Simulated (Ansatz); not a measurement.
# The potential step between two gates: 1T-PtSe2 bilayer, AA

Two oppositely charged gates put a neutral stack in a displacement field D. The voltage between them is D/ε₀ times an electrical distance, shorter than the real one because the stack screens.

**Method.** Ansatz 0.2.0, plane waves with PAW datasets (its set soft_2), PBE-D3(BJ); isolated slab, charged sheets 5 Å from the outer atoms behind model barriers, atoms held. Voltages count from the uncharged case.

```tsv
run	D/ε₀ (V/nm)	step in an electron's potential, upper less lower gate (eV)
run 1	−1.810	−1.445
run 2	0.000	0.000
run 3	0.905	0.722
run 4	1.810	1.445
run 5	2.714	2.167
run 6	3.619	?
```

Q: Estimate the withheld value from the rows shown.

A least-squares line through the 5 rows shown has slope 0.7984 and intercept −0.0001; no row lies more than 0.001 eV off it. The size of the slope, 0.798 nm, is the electrical distance; the sheets are 1.758 nm apart, and screening reaches beyond the outer atoms. At 3.619 it gives 0.7984 × 3.619 + (−0.0001) = 2.889 eV, beyond the rows fitted. Rounding and scatter of the rows alone allow about ±0.001 eV there.

The run itself gives 2.888 eV: a miss of −0.001 eV, or 0.0 % of the value. Screening stays linear to within 1 % over this range.

**Limits.** The gates are model sheets, not atoms. Spin-orbit coupling is left out, which changes the bands of elements this heavy.

[Logs are printed without paths, hosts, clocks, repeated set-up lines and the standing remarks that a program may print on its own settings, such as how far it seeks lower states.]
